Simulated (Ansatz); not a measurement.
Consider Be3N2 (R3m).

It takes space group R3m (No. 160, trigonal). Conventional cell: a = 2.840 Å, b = 2.840 Å, c = 14.599 Å, α = 90.00°, β = 90.00°, γ = 120.00°. Nearest to Be lie 3 N at 1.65 Å. Be has 4 N at 1.66 to 1.84 Å nearest. Nearest to Be lie 4 N at 1.68 to 1.78 Å. N has 5 Be at 1.65 to 1.68 Å nearest. N has 6 Be at 1.78 to 1.84 Å nearest. Farther neighbours and most contacts between anions are not listed.

```yaml
crystal:
  lattice:
    - [1.41981, 0.81972, 4.86622]
    - [-1.41981, 0.81972, 4.86622]
    - [0.00000, -1.63945, 4.86622]
  atoms:
    - { symbol: Be, position: [0.85900, 0.85900, 0.85900] }
    - { symbol: Be, position: [0.31769, 0.31769, 0.31769] }
    - { symbol: Be, position: [0.08881, 0.08881, 0.08881] }
    - { symbol: N, position: [0.20416, 0.20416, 0.20416] }
    - { symbol: N, position: [0.70843, 0.70843, 0.70843] }
```

The cell and positions are those that the Materials Project relaxed with its own functionals (PBE, PBE+U or r2SCAN), kept fixed.

Gaps computed with Ansatz 0.2.0 without a self-energy: LDA 2.70 eV, r2SCAN 3.41 eV, HSE06 4.02 eV and PBE0 4.76 eV. The mean ε∞ by LDA perturbation theory is 4.75.

Estimate the G0W0@LDA gap with 8×8×8 mesh, 269 empty bands, screening to 230 eV, PAW set soft_1 files.

About 4.35 eV: on its mesh the run moves the gap from 2.70 eV by +1.65 eV. Among the scalar-relativistic levels given, HSE06 is nearest (−0.33 eV). One-shot corrections scale roughly with one over ε∞, here 0.21. Bands and cutoff are finite, so the gap is not at the basis limit. The miss can reach some tenths of an eV and take either sign; the mesh is an error of its own.

[Paths, hosts, dates, memory and timing lines, banners, echoed tables and standing remarks are left out of the program output.]

[Logs are printed without paths, hosts, clocks, repeated set-up lines and the standing remarks that a program may print on its own settings, such as how far it seeks lower states.]

[Runs of the session that timed out or met a known fault of the program may be left out.]

[Cells called generated may have been cut or substituted from an entry of the Crystallography Open Database or the Materials Project.]

[Hosts, paths, dates, database ids (printed as entryN), source tags and the programs' standing remarks are cut or masked in the printed files.]
